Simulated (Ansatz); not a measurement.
## CsSrF3 (Pm-3m): a soft mode frozen in

Aim: this structure of CsSrF3 (Pm-3m) is to be tested for unstable modes, and one is followed downhill.

Calculated with Ansatz 0.2.0; DFT PBEsol, scalar-relativistic, plane waves, PAW; PAW set soft_1.

This is a report of a sequence of runs, with most program output left out.

### Step 1. Set-up

Symmetry: Pm-3m, No. 221, cubic system. The conventional cell has a = 4.737 Å, b = 4.737 Å, c = 4.737 Å, α = 90.00°, β = 90.00°, γ = 90.00°. Nearest to Cs lie 12 F at 3.35 Å. Nearest to Sr lie 6 F at 2.37 Å. Nearest to F lie 2 Sr at 2.37 Å and 4 Cs at 3.35 Å. Farther neighbours and most contacts between anions are not listed.

### Step 2. Response at finite wavevector

The cell comes from relaxations at this level that are not shown. Stability and thermal properties need the whole zone. Linear response on a 2×2×2 q mesh gives force constants as far as a supercell of that size would, and the tensors from the zone-centre run are typed in so that the long-range dipole term is interpolated apart.

input.yaml reads:

```yaml
crystal:
  lattice:
    - [4.7371927409, 0.0, 0.0]
    - [0.0, 4.7371927409, 0.0]
    - [0.0, 0.0, 4.7371927409]
  atoms:
    - { symbol: Cs, position: [0.0, 0.0, 0.0] }
    - { symbol: Sr, position: [0.5, 0.5, 0.5] }
    - { symbol: F, position: [0.0, 0.5, 0.5] }
    - { symbol: F, position: [0.5, 0.0, 0.5] }
    - { symbol: F, position: [0.5, 0.5, 0.0] }
kpoints:
  mp_grid: { grid: [6, 6, 6] }
hamiltonian:
  xc: pbesol
  pseudopotentials: { kind: paw, azcp: { folder: soft_1 }, xc_functional: pbe }
scf:
  occupations: { method: fixed }
output:
  eigenvalues: true
phonons:
  method: dfpt
  qmesh: [2, 2, 2]
  temperatures: { t_max: 1000, t_step: 50 }
  qpath:
    path:
      - [[0.0, 0.0, 0.0], [0.0, 0.5, 0.0], [0.5, 0.5, 0.0], [0.0, 0.0, 0.0], [0.5, 0.5, 0.5], [0.0, 0.5, 0.0]]
      - [[0.5, 0.5, 0.5], [0.5, 0.5, 0.0]]
    npoints: 10
  non_analytic_term:
    high_frequency_dielectric_tensor: [[2.2877, 0.0, 0.0], [0.0, 2.2877, 0.0], [0.0, 0.0, 2.2877]]
    born_effective_charges:
      - { species: Cs, tensor: [[1.3028, 0.0, 0.0], [0.0, 1.3028, 0.0], [0.0, 0.0, 1.3028]] }
      - { species: Sr, tensor: [[2.4582, 0.0, 0.0], [0.0, 2.4582, 0.0], [0.0, 0.0, 2.4582]] }
      - { species: F, tensor: [[-1.7053, 0.0, 0.0], [0.0, -1.0279, 0.0], [0.0, 0.0, -1.0279]] }
      - { species: F, tensor: [[-1.0279, 0.0, 0.0], [0.0, -1.7053, 0.0], [0.0, 0.0, -1.0279]] }
      - { species: F, tensor: [[-1.0279, 0.0, 0.0], [0.0, -1.0279, 0.0], [0.0, 0.0, -1.7053]] }
    source: "zone-centre run at this cell"
```

On the command line:

```sh
$ ansatz run input.yaml --threads 4 --pin off --max-ram 10240MiB --backend cpu --events-out ev --progress --plain --runs-dir out
```

It took 91 s on 4 threads of Arm Neoverse V1, shared host; peak memory 0.81 GiB.

Numbers from this step:

```yaml
gap_on_the_k_mesh: 6.299 eV
volume_per_atom: 21.26 Å³
sum_rule_residual_before_enforcement: 4.80e-4 eV/Å²
lowest_frequency_on_the_path: -66.36 cm⁻¹
point_group: m-3m
highest_frequency_on_the_path_or_at_a_solved_wavevector: 439.6 cm⁻¹
highest_optical_mode_at_the_zone_centre_no_lo_to_term: 345.6 cm⁻¹
lowest_optical_zone_centre_mode: 22.11 cm⁻¹
lowest_mode_on_the_q_mesh_acoustic_modes_at_gamma_apart: -66.36 cm⁻¹
```

Frequencies (cm⁻¹) solved at each irreducible wavevector; negative means imaginary. Frequencies by wavevector, by row:

| q in reciprocal lattice units | star | mode 1 | mode 2 | mode 3 | mode 4 | mode 13 | mode 14 | mode 15 |
| --- | --- | --- | --- | --- | --- | --- | --- | --- |
| 0 0 0 | 1 | 0 | 0 | 0 | 22.1 | 345.6 | 345.6 | 345.6 |
| 0 0 -0.5 | 3 | 25.8 | 25.8 | 38.6 | 38.6 | 345.2 | 345.2 | 400.6 |
| 0 -0.5 -0.5 | 3 | -61.9 | 2.3 | 2.3 | 31.9 | 344.7 | 349.5 | 424.6 |
| -0.5 -0.5 -0.5 | 1 | -66.4 | -66.4 | -66.4 | 27.1 | 349.3 | 349.3 | 439.6 |

Interpolated from a 2×2×2 q mesh, with the LO-TO term (at Γ the limit along the path; where Γ stands inside the path, tables give the limit on arrival). The phonon branches at the labelled points (cm⁻¹):

| point | branch 1 | branch 2 | branch 3 | branch 4 | branch 12 | branch 13 | branch 14 | branch 15 |
| --- | --- | --- | --- | --- | --- | --- | --- | --- |
| Γ | 0 | 0 | 0 | 22 | 178 | 346 | 346 | 409 |
| halfway | 21 | 21 | 32 | 32 | 204 | 345 | 345 | 406 |
| X | 26 | 26 | 39 | 39 | 238 | 345 | 345 | 401 |
| halfway | -38 | 26 | 29 | 34 | 220 | 345 | 346 | 414 |
| M | -62 | 2 | 2 | 32 | 194 | 345 | 350 | 425 |
| halfway | -22 | 26 | 28 | 42 | 199 | 345 | 345 | 411 |
| Γ | 0 | 0 | 0 | 22 | 178 | 346 | 346 | 409 |
| halfway | -19 | 8 | 8 | 37 | 192 | 346 | 346 | 417 |
| R | -66 | -66 | -66 | 27 | 185 | 349 | 349 | 440 |
| halfway | -43 | -29 | 24 | 30 | 208 | 347 | 347 | 423 |
| X | 26 | 26 | 39 | 39 | 238 | 345 | 345 | 401 |
| jump to R | -66 | -66 | -66 | 27 | 185 | 349 | 349 | 440 |
| halfway | -64 | -38 | -38 | 31 | 191 | 347 | 349 | 432 |
| M | -62 | 2 | 2 | 32 | 194 | 345 | 350 | 425 |

Symmetry leaves 4 wavevectors to solve. The lowest mode among them, the acoustic zeros apart, lies at q = (-0.5, -0.5, -0.5) and is imaginary, 66.4i cm⁻¹, so the energy falls along it.

### Step 3. The mode frozen in, largest atomic shift 0 Å

The mode followed lies at q = (-0.5, -0.5, -0.5) with frequency 66.4i cm⁻¹ and is 3-fold degenerate, the softest among the wavevectors solved. At small amplitude the distorted cell has space group no. 167 by a symmetry search on the positions. The undistorted cell that holds it gives the zero of energy on the same k mesh.

System of this step: CsSrF3. Symmetry: Pm-3m, No. 221, cubic system. The conventional cell has a = 4.737 Å, b = 4.737 Å, c = 4.737 Å, α = 90.00°, β = 90.00°, γ = 90.00°. Nearest to Cs lie 12 F at 3.35 Å. Nearest to Sr lie 6 F at 2.37 Å. Nearest to F lie 2 Sr at 2.37 Å and 4 Cs at 3.35 Å. Farther neighbours and most contacts between anions are not listed.

input.yaml reads:

```yaml
crystal:
  lattice:
    - [4.7371927409, 4.7371927409, 0.0]
    - [4.7371927409, 0.0, 4.7371927409]
    - [4.7371927409, 0.0, -4.7371927409]
  atoms:
    - { symbol: Cs, position: [0.0, 0.5, 0.5] }
    - { symbol: Cs, position: [0.0, 0.0, 0.0] }
    - { symbol: Sr, position: [0.5, 0.25, 0.75] }
    - { symbol: Sr, position: [0.5, 0.75, 0.25] }
    - { symbol: F, position: [0.5, 0.0, 0.5] }
    - { symbol: F, position: [0.5, 0.5, 0.0] }
    - { symbol: F, position: [0.0, 0.0, 0.5] }
    - { symbol: F, position: [0.0, 0.5, 0.0] }
    - { symbol: F, position: [0.5, 0.5, 0.5] }
    - { symbol: F, position: [0.5, 0.0, 0.0] }
kpoints:
  mp_grid: { grid: [6, 6, 6] }
hamiltonian:
  xc: pbesol
  pseudopotentials: { kind: paw, azcp: { folder: soft_1 }, xc_functional: pbe }
scf:
  occupations: { method: gaussian, width: 0.02 }
output:
  forces: true
  stress: true
  eigenvalues: true
```

Elapsed: 3.6 s, on 4 threads; peak memory 0.68 GiB; 14 s of CPU time.

Numbers from this step:

```
pressure                         : 0.002931 GPa
energy from the undistorted cell : 0 meV/atom
```

At this level the gap is 6.30 eV on the k-mesh of the self-consistent run, which can miss the band edges.

### Step 4. The mode frozen in, largest atomic shift 0.32 Å

The atoms are moved along the unstable eigenvector, the largest shift by 0.32 Å, with the cell fixed.

input.yaml, the sections that differ from step 3:

```yaml
crystal:
  lattice:
    - [4.7371927409, 4.7371927409, 0.0]
    - [4.7371927409, 0.0, 4.7371927409]
    - [4.7371927409, 0.0, -4.7371927409]
  atoms:
    - { symbol: Cs, position: [0.0, 0.5, 0.5] }
    - { symbol: Cs, position: [0.0, 0.0, 0.0] }
    - { symbol: Sr, position: [0.5, 0.25, 0.75] }
    - { symbol: Sr, position: [0.5, 0.75, 0.25] }
    - { symbol: F, position: [0.5477654557, -0.0477654557, 0.5] }
    - { symbol: F, position: [0.4522345443, 0.5477654557, 0.0] }
    - { symbol: F, position: [0.0, 0.0477654557, 0.5] }
    - { symbol: F, position: [0.0, 0.4522345443, 0.0] }
    - { symbol: F, position: [0.4522345443, 0.5, 0.5] }
    - { symbol: F, position: [0.5477654557, 0.0, 0.0] }
# kpoints, hamiltonian, scf, output: as in step 3
```

Wall time 7.2 s (4 threads); peak memory 0.73 GiB.

This step gave:

```
pressure                         : -0.4080 GPa
gap on the k-mesh                : 6.379 eV
energy from the undistorted cell : -5.104 meV/atom
```

The energy, extrapolated to zero smearing, is -5.10 meV/atom against the undistorted cell.

The run ends at a pressure of -0.41 GPa, with forces up to 0.0080 eV/Å.

### Step 5. Energy along the mode, all amplitudes (two of the runs are shown above)

An imaginary frequency means negative curvature, so the energy should fall and then rise again as anharmonic terms take over.

Numbers from this step:

```yaml
depth_at_the_lowest_point_sampled: 5.104 meV/atom
largest_atomic_shift_at_that_point: 0.32 Å
```

The energy from the parent by largest atomic shift:

| largest atomic shift (Å) | energy from the parent (meV/atom) |
| --- | --- |
| 0.000 | 0 |
| 0.040 | -0.147 |
| 0.080 | -0.574 |
| 0.140 | -1.65 |
| 0.220 | -3.49 |
| 0.320 | -5.10 |
| 0.450 | -1.68 |
| 0.600 | 20.9 |

Displacement at unit largest shift by atom:

| atom | x (Å) | y (Å) | z (Å) | size |
| --- | --- | --- | --- | --- |
| Cs1 | 0.000 | 0.000 | 0.000 | 0.000 |
| Cs2 | 0.000 | 0.000 | 0.000 | 0.000 |
| Sr3 | 0.000 | 0.000 | 0.000 | 0.000 |
| Sr4 | 0.000 | 0.000 | 0.000 | 0.000 |
| F5 | 0.000 | 0.707 | -0.707 | 1.000 |
| F6 | 0.000 | -0.707 | 0.707 | 1.000 |
| F7 | 0.707 | 0.000 | 0.707 | 1.000 |
| F8 | -0.707 | 0.000 | -0.707 | 1.000 |
| F9 | -0.707 | -0.707 | 0.000 | 1.000 |
| F10 | 0.707 | 0.707 | 0.000 | 1.000 |

The lowest of the steps tried is at 0.32 Å, 5.10 meV/atom below the parent; the bottom of the well need not coincide with a step.

### Step 6. Relaxing from the distorted cell

Starting from the lowest point found, all atoms and the cell are let go, so that strain and other modes of the same symmetry can join in.

input.yaml, as its differences from that of step 4:

```diff
@@ -22,3 +22,3 @@
 scf:
-  occupations: { method: gaussian, width: 0.02 }
+  occupations: { method: fixed }
 output:
@@ -27 +27,6 @@
   eigenvalues: true
+relax:
+  adjacent_minimum: "off"
+  f_tol: 0.002
+  max_steps: 120
+  cell: { stress_tol: 0.03 }
```

Wall time 45 s (4 threads); peak memory 0.77 GiB.

The steps of the relaxation:

| step | energy less that of the first step (eV) | largest force component (eV/Å) | pressure (GPa) | volume (Å³) |
| --- | --- | --- | --- | --- |
| 1 | 0.0000 | 0.0056 | -0.41 | 212.61 |
| 2 | -0.0078 | 0.0071 | 0.14 | 209.89 |
| 3 | -0.0080 | 0.0043 | 0.03 | 210.30 |
| 4 | -0.0081 | 0.0010 | 0.01 | 210.29 |
| 5* | -0.0056 | 0.0011 | -0.02 | 210.29 |
| 6 | -0.0058 | 0.0000 | 0.00 | 210.15 |
| 7* | -0.0057 | 0.0000 | 0.00 | 210.15 |

Relaxation steps marked * repeat the geometry before them on a plane-wave basis chosen anew for their cell, so energy and pressure can jump there.

The run keeps the 12 symmetry operations that it works with, so distortions that break them were not tested.

| conventional cell, symmetrised | before | after | change |
| --- | --- | --- | --- |
| a (Å) | 6.699 | 6.703 | +0.1 % |
| b (Å) | 6.699 | 6.703 | +0.1 % |
| c (Å) | 16.410 | 16.201 | -1.3 % |
| volume (Å³/atom) | 21.26 | 21.02 | -1.2 % |

The atoms that moved most (Å, as changes of fractional coordinates times the final cell):

| atom | dx | dy | dz | length |
| --- | --- | --- | --- | --- |
| F9 | -0.021 | -0.021 | 0.000 | 0.030 |
| F10 | 0.021 | 0.021 | 0.000 | 0.030 |
| F5 | 0.000 | 0.021 | -0.021 | 0.030 |
| F6 | 0.000 | -0.021 | 0.021 | 0.030 |
| F8 | -0.021 | 0.000 | -0.021 | 0.030 |
| F7 | 0.021 | 0.000 | 0.021 | 0.030 |

This step gave:

```
pressure          : -0.001452 GPa
gap on the k-mesh : 6.433 eV
volume per atom   : 21.02 Å³
```

The distorted start has space group R-3c; the relaxation ends in R-3c.

### Step 7. The new phase in its own primitive cell

The relaxed structure is symmetrised, reduced to its primitive cell and relaxed tightly, as its phonons need.

input.yaml, the sections that differ from step 6:

```yaml
crystal:
  lattice:
    - [3.3516655842, 1.9350850272, 5.4004050046]
    - [-3.3516655842, 1.9350850272, 5.4004050046]
    - [0.0, -3.8701700545, 5.4004050046]
  atoms:
    - { symbol: Cs, position: [0.25, 0.25, 0.25] }
    - { symbol: Cs, position: [0.75, 0.75, 0.75] }
    - { symbol: Sr, position: [0.5, 0.5, 0.5] }
    - { symbol: Sr, position: [0.0, 0.0, 0.0] }
    - { symbol: F, position: [0.25, 0.8021958476, 0.6978041524] }
    - { symbol: F, position: [0.75, 0.1978041524, 0.3021958476] }
    - { symbol: F, position: [0.8021958476, 0.6978041524, 0.25] }
    - { symbol: F, position: [0.1978041524, 0.3021958476, 0.75] }
    - { symbol: F, position: [0.6978041524, 0.25, 0.8021958476] }
    - { symbol: F, position: [0.3021958476, 0.75, 0.1978041524] }
relax:
  adjacent_minimum: "off"
  f_tol: 0.001
  max_steps: 60
  cell: { stress_tol: 0.01 }
# kpoints, hamiltonian, scf, output: as in step 6
```

Elapsed: 15 s, on 4 threads; peak memory 0.78 GiB.

Little changed from the start: no atom moved by 0.005 Å and no cell edge by 0.1 %.

Numbers from this step:

```yaml
pressure: -0.001451 GPa
direct_gap_on_mesh: 6.445 eV
```

The largest force component left is 0.051 meV/Å and the pressure is -0.001 GPa, within the tolerances set. The cell now holds 21.02 Å³/atom.

### Step 8. Modes of the new phase

A relaxed structure may still be a saddle point, so its zone-centre modes are computed. The response to a homogeneous field gives the Born charges and the dielectric tensor.

input.yaml, as its differences from that of step 7:

```diff
@@ -24,9 +24,6 @@
 output:
-  forces: true
-  stress: true
   eigenvalues: true
-relax:
-  adjacent_minimum: "off"
-  f_tol: 0.001
-  max_steps: 60
-  cell: { stress_tol: 0.01 }
+phonons:
+  method: dfpt
+  dielectric: true
+  rigid_motions: translations
```

Elapsed: 7.9 min, on 4 threads; peak memory 4.8 GiB; 31 min of CPU time.

Numbers from this step:

- sum-rule residual before enforcement: 6.33e-5 eV/Å²
- miss of the charge sum rule: 6.81e-5 e
- point group: -3m
- highest optical mode at the zone centre (no LO-TO term): 418.2 cm⁻¹
- lowest optical zone-centre mode: -23.58 cm⁻¹
- mean high-frequency dielectric constant: 2.303
- largest Born charge (third of the trace): 2.463 e
- top of the zone-centre spectrum with the field: 418.2 cm⁻¹

Without the LO-TO term. Patterns of degenerate modes are one choice out of their space. Modes at Γ, with each element's share of the kinetic energy (negative means imaginary):

| mode | frequency (cm⁻¹) | symmetry | Cs % | Sr % | F % |
| --- | --- | --- | --- | --- | --- |
| 1 | -23.6 | Eg | 16 | 0 | 84 |
| 2 | -23.6 | Eg | 16 | 0 | 84 |
| 3 | 0.0 | acoustic | 48 | 32 | 21 |
| 4 | 0.0 | acoustic | 48 | 32 | 21 |
| 5 | 0.0 | acoustic | 48 | 32 | 21 |
| 6 | 35.8 | A2u | 46 | 11 | 43 |
| 7 | 36.6 | A2g | 96 | 0 | 4 |
| 8 | 53.7 | Eu | 27 | 9 | 64 |
| 9 | 53.7 | Eu | 27 | 9 | 64 |
| 10 | 65.7 | Eg | 84 | 0 | 16 |
| 11 | 65.7 | Eg | 84 | 0 | 16 |
| 12 | 87.9 | Eu | 25 | 17 | 58 |
| 13 | 87.9 | Eu | 25 | 17 | 58 |
| 14 | 99.0 | A1g | 0 | 0 | 100 |
| 15 | 118.6 | A2u | 6 | 43 | 51 |
| 16 | 123.6 | A1u | 0 | 7 | 93 |
| 17 | 133.0 | Eu | 0 | 36 | 64 |
| 18 | 133.0 | Eu | 0 | 36 | 64 |
| 19 | 149.3 | A2g | 4 | 0 | 96 |
| 20 | 168.0 | Eg | 1 | 0 | 99 |
| 21 | 168.0 | Eg | 1 | 0 | 99 |
| 22 | 179.1 | A1u | 0 | 93 | 7 |
| 23 | 183.7 | Eu | 0 | 92 | 8 |
| 24 | 183.7 | Eu | 0 | 92 | 8 |
| 25 | 321.7 | A2u | 0 | 14 | 86 |
| 26 | 324.8 | Eu | 0 | 14 | 86 |
| 27 | 324.8 | Eu | 0 | 14 | 86 |
| 28 | 328.0 | Eg | 0 | 0 | 100 |
| 29 | 328.0 | Eg | 0 | 0 | 100 |
| 30 | 418.2 | A2g | 0 | 0 | 100 |

Displacements in mode 2 (-23.6 cm⁻¹), the largest set to 1:
```
Cs1  0.28 -0.04  0.00
Cs2 -0.28  0.04  0.00
Sr3  0.00  0.00  0.00
Sr4  0.00  0.00  0.00
F5   0.68  0.02  0.86
F6  -0.68 -0.02 -0.86
F7   0.53 -0.10  0.14
F8  -0.53  0.10 -0.14
F9   0.71 -0.17 -1.00
F10 -0.71  0.17  1.00
```

Displacements in mode 12 (87.9 cm⁻¹), the largest set to 1:
```
Cs1  0.45  0.02  0.00
Cs2  0.45  0.02  0.00
Sr3 -0.45 -0.05  0.00
Sr4 -0.46  0.00  0.00
F5   0.01  0.53  0.91
F6   0.01  0.53  0.91
F7  -1.00  0.02 -0.06
F8  -1.00  0.02 -0.06
F9  -0.05 -0.60 -0.86
F10 -0.05 -0.60 -0.86
```

Optical modes at the zone centre, without and with the macroscopic field of the longitudinal modes; each column is sorted by frequency, so a row need not hold one and the same mode. Modes with and without the field, by row:

| rank among optical modes | no field (cm⁻¹) | q along (1, 0, 0) (cm⁻¹) | q along (0, 0, 1) (cm⁻¹) |
| --- | --- | --- | --- |
| 1 | -23.6 | -23.6 | -23.6 |
| 2 | -23.6 | -23.6 | -23.6 |
| 3 | 35.8 | 35.8 | 36.6 |
| 4 | 36.6 | 36.6 | 53.7 |
| 5 | 53.7 | 53.7 | 53.7 |
| 6 | 53.7 | 65.7 | 65.7 |
| 7 | 65.7 | 65.7 | 65.7 |
| 8 | 65.7 | 66.9 | 74 |
| 9 | 87.9 | 87.9 | 87.9 |
| 10 | 87.9 | 90.9 | 87.9 |
| 11 | 99 | 99 | 99 |
| 12 | 118.6 | 118.6 | 123.6 |
| 13 | 123.6 | 123.6 | 133 |
| 14 | 133 | 133 | 133 |
| 15 | 133 | 149.3 | 149.3 |
| 16 | 149.3 | 168 | 168 |
| 17 | 168 | 168 | 168 |
| 18 | 168 | 171.1 | 174.8 |
| 19 | 179.1 | 179.1 | 179.1 |
| 20 | 183.7 | 183.7 | 183.7 |
| 21 | 183.7 | 207 | 183.7 |
| 22 | 321.7 | 321.7 | 324.8 |
| 23 | 324.8 | 324.8 | 324.8 |
| 24 | 324.8 | 328 | 328 |
| 25 | 328 | 328 | 328 |
| 26 | 328 | 392.4 | 387.6 |
| 27 | 418.2 | 418.2 | 418.2 |

Born charge (rows field, columns displacement) (e), principal values of the symmetric part by kind of site:

| atom | atoms with these values | low | middle | high | mean |
| --- | --- | --- | --- | --- | --- |
| Cs1 | 2 | 1.24 | 1.34 | 1.34 | 1.31 |
| Sr3 | 2 | 2.43 | 2.48 | 2.48 | 2.46 |
| F5 | 6 | -1.66 | -1.09 | -1.02 | -1.26 |

In full for Cs1:

```
1.34 0.00 0.00
0.00 1.34 0.00
0.00 0.00 1.24
```

High-frequency dielectric tensor:

```
2.31 0.00 0.00
0.00 2.31 0.00
0.00 0.00 2.29
```

Transverse modes; imaginary modes are left out. Infrared lines, with heights relative to the strongest:

| position (cm⁻¹) | relative intensity |
| --- | --- |
| 36 | 19 |
| 37 | 0.0 |
| 54 | 17 |
| 66 | 0.0 |
| 88 | 4.4 |
| 99 | 0.0 |
| 119 | 23 |
| 124 | 0.0 |
| 133 | 66 |
| 149 | 0.0 |
| 168 | 0.0 |
| 179 | 0.0 |
| 184 | 11 |
| 322 | 50 |
| 325 | 100 |
| 328 | 0.0 |
| 418 | 0.0 |

Before it was imposed, the acoustic sum rule was missed by 6.3e-5 eV/Å² and the charge sum rule by 6.8e-5 e. Small misses are needed for a sound result but don't prove that mesh and cutoff are converged. The lowest optical mode is imaginary, 23.6i cm⁻¹, so the energy falls along it.

### Step 9. Results

| Item | Value |
| --- | --- |
| unstable mode of the parent | q = (-0.5, -0.5, -0.5), 66i cm⁻¹ |
| depth at the lowest point sampled | 5.10 meV/atom |
| largest atomic shift at that point | 0.32 Å |
| space group reached (within 0.01 Å) | R-3c |
| energy gained over the parent (first relaxation, on the mesh of the frozen mode) | 5.67 meV/atom |
| volume per atom, phase reached | 21.0 Å³ |
| gap on the k-mesh, phase reached | 6.43 eV |
| lowest optical zone-centre mode, phase reached | -23.6 cm⁻¹ |
| highest optical mode at the zone centre (no LO-TO term), phase reached | 418 cm⁻¹ |

**Reading.** Along this mode the structure falls into R-3c, 5.67 meV/atom below the parent. At the parent's cell the well is 5.104 meV/atom deep on the steps tried, with its lowest point at a shift of 0.32 Å. Relaxing atoms and cell changes the gain by +0.57 meV/atom against the lowest step (energies at zero smearing). The new phase still has an imaginary mode at the zone centre of its cell, so it is a saddle point on the way to a lower structure. Of the 4 patterns followed to their end from this parent, this one ends 0.450 meV/atom above the lowest, Imma. Another end point lies within 1 meV/atom; how such a difference moves with mesh and cutoff was not tested. Each path keeps the symmetry of its pattern, so a lower phase may lie along a pattern not tried. Spin-orbit coupling is left out, which can matter for the heavy elements here. The PAW files were made for PBE and serve the other functionals too.

[Logs are printed without paths, hosts, clocks, repeated set-up lines and the standing remarks that a program may print on its own settings, such as how far it seeks lower states.]

[Hosts, paths, dates, database ids (printed as entryN), source tags and the programs' standing remarks are cut or masked in the printed files.]
